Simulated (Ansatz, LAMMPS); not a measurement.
# Amorphous polyisobutylene (as short chains C18H38), from a frame at 500 K (224 atoms): geometry optimisation, part 2 of 3

Wanted: the relaxed structure of amorphous polyisobutylene (as short chains C18H38), from a frame at 500 K (224 atoms) and its electronic structure.

Ansatz 0.2.0; Kohn-Sham DFT, PBE+D4, PAW (set soft_2), plane waves.

The cell: 72 C and 152 H. The network of contacts between molecules at the start is that of the classical potential that made the cell. The density was typed from a rule of thumb and may lie off the real one at this temperature. Sampling is at Γ alone, for a cell whose shortest periodic width is 13 Å.

So far. Step 3 (Single point at the start): The r.m.s. force component of 1.1 eV/Å and the pressure of 2.6 GPa set the starting point.

## 4. Relaxation

The atoms are relaxed in the fixed cell, aiming at the force tolerance of the input.

File input.yaml:

```yaml
crystal:
  lattice:
    - [12.9521, 0.0, 0.0]
    - [0.0, 12.9521, 0.0]
    - [0.0, 0.0, 12.9521]
  atoms:
    [... the 224 atom lines of step 3 ...]
kpoints:
  mp_grid: { grid: [1, 1, 1] }
hamiltonian:
  xc: pbe
  dispersion: d4
scf:
  occupations: { method: fixed }
output:
  forces: true
relax:
  f_tol: 0.05
  max_steps: 200
```

Run with:

```console
$ ansatz run input.yaml --threads 4 --pin off --max-ram 8192MiB --backend cpu --events-out ev --progress --plain --runs-dir out
```

Numbers of over 12 decimals in the logs are rounded to 6 here.

Log:

```text
[...]
Crystal: 224 atoms, lattice volume = 2172.804 Å³
Basis set: ecut = 420 eV, 42499 PW (Γ), exchange–correlation on 180×180×180 points (8 copies of the dense FFT grid, shifted against one another)
Bands: 444, of which v1, the nominal top of the filled ones, is band 220 counted from 1 (219 counted from 0)
Symmetry: 1 space group operations
[...]
k-points: 1
[...]
SCF iter   1: F=—  HF=-20512.164527 eV  |F-HF|=—  |Δ(HF+E_count)|=         —  Δρ=4.25e-3  dr2=4.23e-1  ethr=1.77e-3  ⟨swp⟩=4.0  Hψ=1392  notcnv=0  defer=222
[...]
SCF iter   3: F=—  HF=-20512.179608 eV  |F-HF|=—  |Δ(HF+E_count)|=   3.37e-2  Δρ=6.51e-4  dr2=1.30e-2  ethr=1.99e-5  ⟨swp⟩=4.0  Hψ=449  notcnv=0  defer=64
automatic band count: iteration 3 solves 286 bands in place of 444: the levels show a gap, and the empty bands left out lie too high to hold charge; the band table lists the bands solved (type scf.n_extra_bands for more)
SCF iter   4: F=—  HF=-20512.185074 eV  |F-HF|=—  |Δ(HF+E_count)|=   5.47e-3  Δρ=1.71e-4  dr2=9.76e-4  ethr=2.95e-6  ⟨swp⟩=3.0  Hψ=461  notcnv=0  defer=64
[...]
SCF iter   6: F=-20512.185256 eV  HF=-20512.185264 eV  |F-HF|=7.25e-6  |Δ(HF+E_count)|=   5.52e-5  Δρ=1.79e-5  dr2=8.33e-6  ethr=1.42e-8  ⟨swp⟩=2.0  Hψ=956  notcnv=0
SCF 1 converged in 6 iterations: F = -20512.185256 eV  dr2 = 8.33e-6
[...]
relax step   1: F+E_penalty+E_count = -20512.18525649 eV  Δ(F+E_penalty+E_count) = +0.000e0 eV  max|allowed force component| = 4.255e0 eV/Å  Δτ_max = 0.0000 Å  (6 SCF iters, dr2 threshold 6.25e-5 eV, accepted)
[... from here on, the SCF cycles and remarks between the steps are left out ...]
relax step   2: F+E_penalty+E_count = -20523.61543293 eV  Δ(F+E_penalty+E_count) = -1.143e1 eV  max|allowed force component| = 1.417e0 eV/Å  Δτ_max = 0.1945 Å  (6 SCF iters, dr2 threshold 1.00e-4 eV, accepted)
relax step   3: F+E_penalty+E_count = -20525.59343474 eV  Δ(F+E_penalty+E_count) = -1.978e0 eV  max|allowed force component| = 4.041e-1 eV/Å  Δτ_max = 0.1932 Å  (6 SCF iters, dr2 threshold 1.00e-4 eV, accepted)
relax step   4: F+E_penalty+E_count = -20525.97316414 eV  Δ(F+E_penalty+E_count) = -3.797e-1 eV  max|allowed force component| = 1.987e-1 eV/Å  Δτ_max = 0.2000 Å  (6 SCF iters, dr2 threshold 1.33e-5 eV, accepted)
relax step   5: F+E_penalty+E_count = -20526.21194974 eV  Δ(F+E_penalty+E_count) = -2.388e-1 eV  max|allowed force component| = 9.325e-2 eV/Å  Δτ_max = 0.2000 Å  (7 SCF iters, dr2 threshold 3.21e-6 eV, accepted)
relax step   6: F+E_penalty+E_count = -20526.34312493 eV  Δ(F+E_penalty+E_count) = -1.312e-1 eV  max|allowed force component| = 1.419e-1 eV/Å  Δτ_max = 0.2000 Å  (8 SCF iters, accepted)
relax step   7: F+E_penalty+E_count = -20526.41514866 eV  Δ(F+E_penalty+E_count) = -7.202e-2 eV  max|allowed force component| = 4.006e-1 eV/Å  Δτ_max = 0.1978 Å  (7 SCF iters, dr2 threshold 4.43e-6 eV, accepted)
relax step   8: F+E_penalty+E_count = -20526.47135030 eV  Δ(F+E_penalty+E_count) = -5.620e-2 eV  max|allowed force component| = 4.726e-1 eV/Å  Δτ_max = 0.1727 Å  (6 SCF iters, dr2 threshold 1.00e-4 eV, accepted)
relax step   9: F+E_penalty+E_count = -20526.53349448 eV  Δ(F+E_penalty+E_count) = -6.214e-2 eV  max|allowed force component| = 3.479e-1 eV/Å  Δτ_max = 0.1967 Å  (6 SCF iters, dr2 threshold 1.00e-4 eV, accepted)
relax step  10: F+E_penalty+E_count = -20526.57673814 eV  Δ(F+E_penalty+E_count) = -4.324e-2 eV  max|allowed force component| = 2.443e-1 eV/Å  Δτ_max = 0.1943 Å  (6 SCF iters, dr2 threshold 6.56e-5 eV, accepted)
relax step  11: F+E_penalty+E_count = -20526.60291344 eV  Δ(F+E_penalty+E_count) = -2.618e-2 eV  max|allowed force component| = 2.232e-1 eV/Å  Δτ_max = 0.1493 Å  (6 SCF iters, dr2 threshold 2.94e-5 eV, accepted)
relax step  12: F+E_penalty+E_count = -20526.62236789 eV  Δ(F+E_penalty+E_count) = -1.945e-2 eV  max|allowed force component| = 2.153e-1 eV/Å  Δτ_max = 0.1607 Å  (6 SCF iters, dr2 threshold 2.46e-5 eV, accepted)
relax step  13: F+E_penalty+E_count = -20526.63344060 eV  Δ(F+E_penalty+E_count) = -1.107e-2 eV  max|allowed force component| = 1.625e-1 eV/Å  Δτ_max = 0.0913 Å  (5 SCF iters, dr2 threshold 3.87e-5 eV, accepted)
relax step  14: F+E_penalty+E_count = -20526.64406724 eV  Δ(F+E_penalty+E_count) = -1.063e-2 eV  max|allowed force component| = 8.822e-2 eV/Å  Δτ_max = 0.1156 Å  (6 SCF iters, dr2 threshold 1.50e-5 eV, accepted)
relax step  15: F+E_penalty+E_count = -20526.64941691 eV  Δ(F+E_penalty+E_count) = -5.350e-3 eV  max|allowed force component| = 6.940e-2 eV/Å  Δτ_max = 0.0856 Å  (8 SCF iters, accepted)
relax step  16: F+E_penalty+E_count = -20526.65357672 eV  Δ(F+E_penalty+E_count) = -4.160e-3 eV  max|allowed force component| = 6.487e-2 eV/Å  Δτ_max = 0.0722 Å  (8 SCF iters, accepted)
relax step  17: F+E_penalty+E_count = -20526.65793844 eV  Δ(F+E_penalty+E_count) = -4.362e-3 eV  max|allowed force component| = 4.664e-2 eV/Å  Δτ_max = 0.1065 Å  (7 SCF iters, dr2 threshold 2.60e-6 eV, accepted)
relax step  18: F+E_penalty+E_count = -20526.65793897 eV  Δ(F+E_penalty+E_count) = -5.273e-7 eV  max|allowed force component| = 4.676e-2 eV/Å  Δτ_max = 0.0000 Å  (4 SCF iters, accepted)
relax step  19: F+E_penalty+E_count = -20526.66012800 eV  Δ(F+E_penalty+E_count) = -2.189e-3 eV  max|allowed force component| = 4.436e-2 eV/Å  Δτ_max = 0.1010 Å  (8 SCF iters, accepted)
SCF converged after 8 iterations
Free energy (F): -20526.660128 eV
[...]
Internal energy: -20526.660128 eV  (E = F + TS)
E sigma→0 (E₀):  -20526.660128 eV
Fermi energy:    -2.116573 eV
[...]
--- Forces (eV/Å), atoms counted from 1 ---
  atom   1  C     -0.02268449    -0.01483019     0.00019494
  atom   2  C      0.01586716     0.02640963     0.01458008
  atom   3  C     -0.00289645    -0.01517513     0.01478388
  atom   4  C     -0.01489362    -0.00303854    -0.00465468
  atom   5  C     -0.00352171     0.02218420    -0.03024390
  atom   6  C      0.03623790     0.02378658     0.00008388
  atom   7  C      0.00197532    -0.00313328     0.00343473
  atom   8  C     -0.02911551    -0.01402363    -0.01905351
  atom   9  C     -0.00725534    -0.00940543     0.00865081
  atom  10  C      0.00039667    -0.00737723    -0.00111102
  atom  11  C     -0.00691122    -0.00521300    -0.00351892
  atom  12  C      0.00139599    -0.02281694    -0.00039894
  atom  13  C     -0.00397460     0.00027846     0.01530113
  atom  14  C      0.00018215     0.01852241    -0.00362389
[...]
atom 223  H     -0.01222345     0.02987326    -0.01770516
  atom 224  H     -0.02301740    -0.02748570     0.03251363
  max |Σ_I F_I| component: 1.36e-4 eV/Å
--- Relaxed structure (19 steps of the walk, 19 accepted, 0 SCFs on fresh bases) ---
  F+E_penalty+E_count = -20526.66012800 eV   max|allowed force component| = 4.436e-2 eV/Å
  atoms:
    - { symbol: C, position: [0.983952, 0.243524, 0.541422] }
    - { symbol: C, position: [0.871504, 0.279598, 0.536194] }
    - { symbol: C, position: [0.843495, 0.374831, 0.602782] }
    - { symbol: C, position: [0.918958, 0.463759, 0.578881] }
[...]
- { symbol: H, position: [0.632692, 0.517698, 0.914940] }
```

Wall time 6.7 min (4 threads of Intel Xeon Platinum 8259CL at 2.50GHz (Skylake/Cascade Lake), shared host); peak memory 2.5 GiB.

Relaxation path:

```
step  energy less that of the first step (eV)  largest force component (eV/Å)
   1                                   0.0000                          4.2546
   2                                 -11.4302                          1.4170
   3                                 -13.4082                          0.4041
   4                                 -13.7879                          0.1987
   5                                 -14.0267                          0.0933
   6                                 -14.1579                          0.1419
   7                                 -14.2299                          0.4006
   8                                 -14.2861                          0.4726
   9                                 -14.3482                          0.3479
  10                                 -14.3915                          0.2443
  11                                 -14.4177                          0.2232
  12                                 -14.4371                          0.2153
  13                                 -14.4482                          0.1625
  14                                 -14.4588                          0.0882
  15                                 -14.4642                          0.0694
  16                                 -14.4683                          0.0649
  17                                 -14.4727                          0.0466
  18                                 -14.4727                          0.0468
  19                                 -14.4749                          0.0444
```

The atoms that moved most (Å):

```
atom     dx     dy      dz  length
 H49  0.911  1.599   0.407   1.885
 H56  0.126  1.727  -0.591   1.829
 H48  0.747  1.566   0.262   1.755
 H55  0.178  1.663  -0.323   1.703
 H20  0.761  1.292   0.507   1.583
 C16  0.683  1.348   0.341   1.549
 H50  0.808  1.091   0.650   1.505
 C18  0.141  1.405  -0.487   1.493
```

The relaxation changed the energy by -64.6 meV/atom, and atoms moved by 0.66 Å r.m.s., 1.9 Å at most.

## 5. Structure statistics after relaxation

Bonds before and after, by the cutoffs listed below:

```
pair  bonds before  bonds after  mean before (Å)  mean after (Å)  spread before (Å)  spread after (Å)
 H-C           152          152            1.089           1.099              0.038             0.002
 C-C            68           68            1.544           1.547              0.039             0.012
```

Density 0.778 g/cm³, 9.7 Å³ an atom.

g(r), total and by pair (bins of 0.1 Å):

```
r (Å)  total   H-H    H-C    C-C
 0.95   0.00  0.00   0.00   0.00
 1.05   5.55  0.00  12.70   0.00
 1.15   3.21  0.00   7.36   0.00
 1.25   0.00  0.00   0.00   0.00
 1.35   0.00  0.00   0.00   0.00
 1.45   0.00  0.00   0.00   0.00
 1.55   1.97  0.00   0.00  19.00
 1.65   0.00  0.00   0.00   0.00
 1.75   2.98  6.47   0.00   0.00
 1.85   0.00  0.00   0.00   0.00
 1.95   0.00  0.00   0.00   0.00
 2.05   0.20  0.43   0.00   0.00
 2.15   2.71  0.68   5.49   0.00
 2.25   0.58  0.62   0.67   0.00
 2.35   0.71  1.54   0.00   0.00
 2.45   1.07  1.25   0.26   3.73
 2.55   1.42  1.16   0.68   5.72
 2.65   1.25  0.75   1.86   0.97
 2.75   1.90  0.97   3.09   1.04
 2.85   0.93  0.72   1.38   0.00
 2.95   1.01  0.77   1.49   0.00
 3.05   0.79  1.01   0.70   0.22
 3.15   0.77  1.07   0.53   0.41
 3.25   0.77  0.74   0.42   2.40
 3.35   0.59  0.51   0.68   0.60
 3.45   1.47  0.84   2.21   1.18
 3.55   0.84  0.85   0.95   0.37
 3.65   1.04  1.67   0.57   0.20
 3.75   1.19  2.07   0.52   0.14
 3.85   0.89  1.38   0.55   0.18
 3.95   0.83  0.97   0.57   1.32
 4.05   0.68  0.82   0.59   0.45
 4.15   0.80  0.75   0.94   0.46
 4.25   0.97  0.98   1.11   0.37
 4.35   0.94  1.15   0.84   0.39
 4.45   0.94  0.95   1.01   0.57
 4.55   0.99  0.86   1.15   0.87
 4.65   0.94  0.91   0.94   1.11
 4.75   0.88  0.81   0.92   0.98
 4.85   1.07  0.92   1.26   0.91
 4.95   0.94  1.09   0.91   0.41
 5.05   0.89  0.94   0.90   0.65
 5.15   0.94  0.95   0.98   0.76
 5.25   0.98  1.02   0.97   0.85
```

Bonds by pair of elements; cutoffs follow the first minimum of g(r), held within bounds set by covalent radii, and pairs that aren't listed don't count as bonded:

```
pair A-B  cutoff (Å)  bonds  mean length (Å)  spread (Å)  shortest (Å)  B about A  A about B
     H-C        1.34    152             1.10       0.002          1.09          1       2.11
     C-C        1.85     68             1.55       0.012          1.52       1.89       1.89
```

How many atoms have how many bonded neighbours:

```
element  mean    1   4
      C     4    0  72
      H     1  152   0
```

Bond angles (no mean is given where the spread exceeds 20°):

```
angle  count  mean (°)  spread (°)
C-C-H    184       110         2.4
H-C-H    136       107         0.8
C-C-C    112       111         5.9
```

First main peaks of g(r), for some of the pairs, lie near 1.8 Å (H-H), 1.1 Å (H-C) and 1.5 Å (C-C). By these cutoffs all C atoms have 4 and all H atoms have 1 bonded neighbour. The C-C-H angle averages 110° with a spread of 2°.

(Continued in part 3 of 3.)

[Logs are printed without paths, hosts, clocks, repeated set-up lines and the standing remarks that a program may print on its own settings, such as how far it seeks lower states.]

[Hosts, paths, dates, database ids (printed as entryN), source tags and the programs' standing remarks are cut or masked in the printed files.]
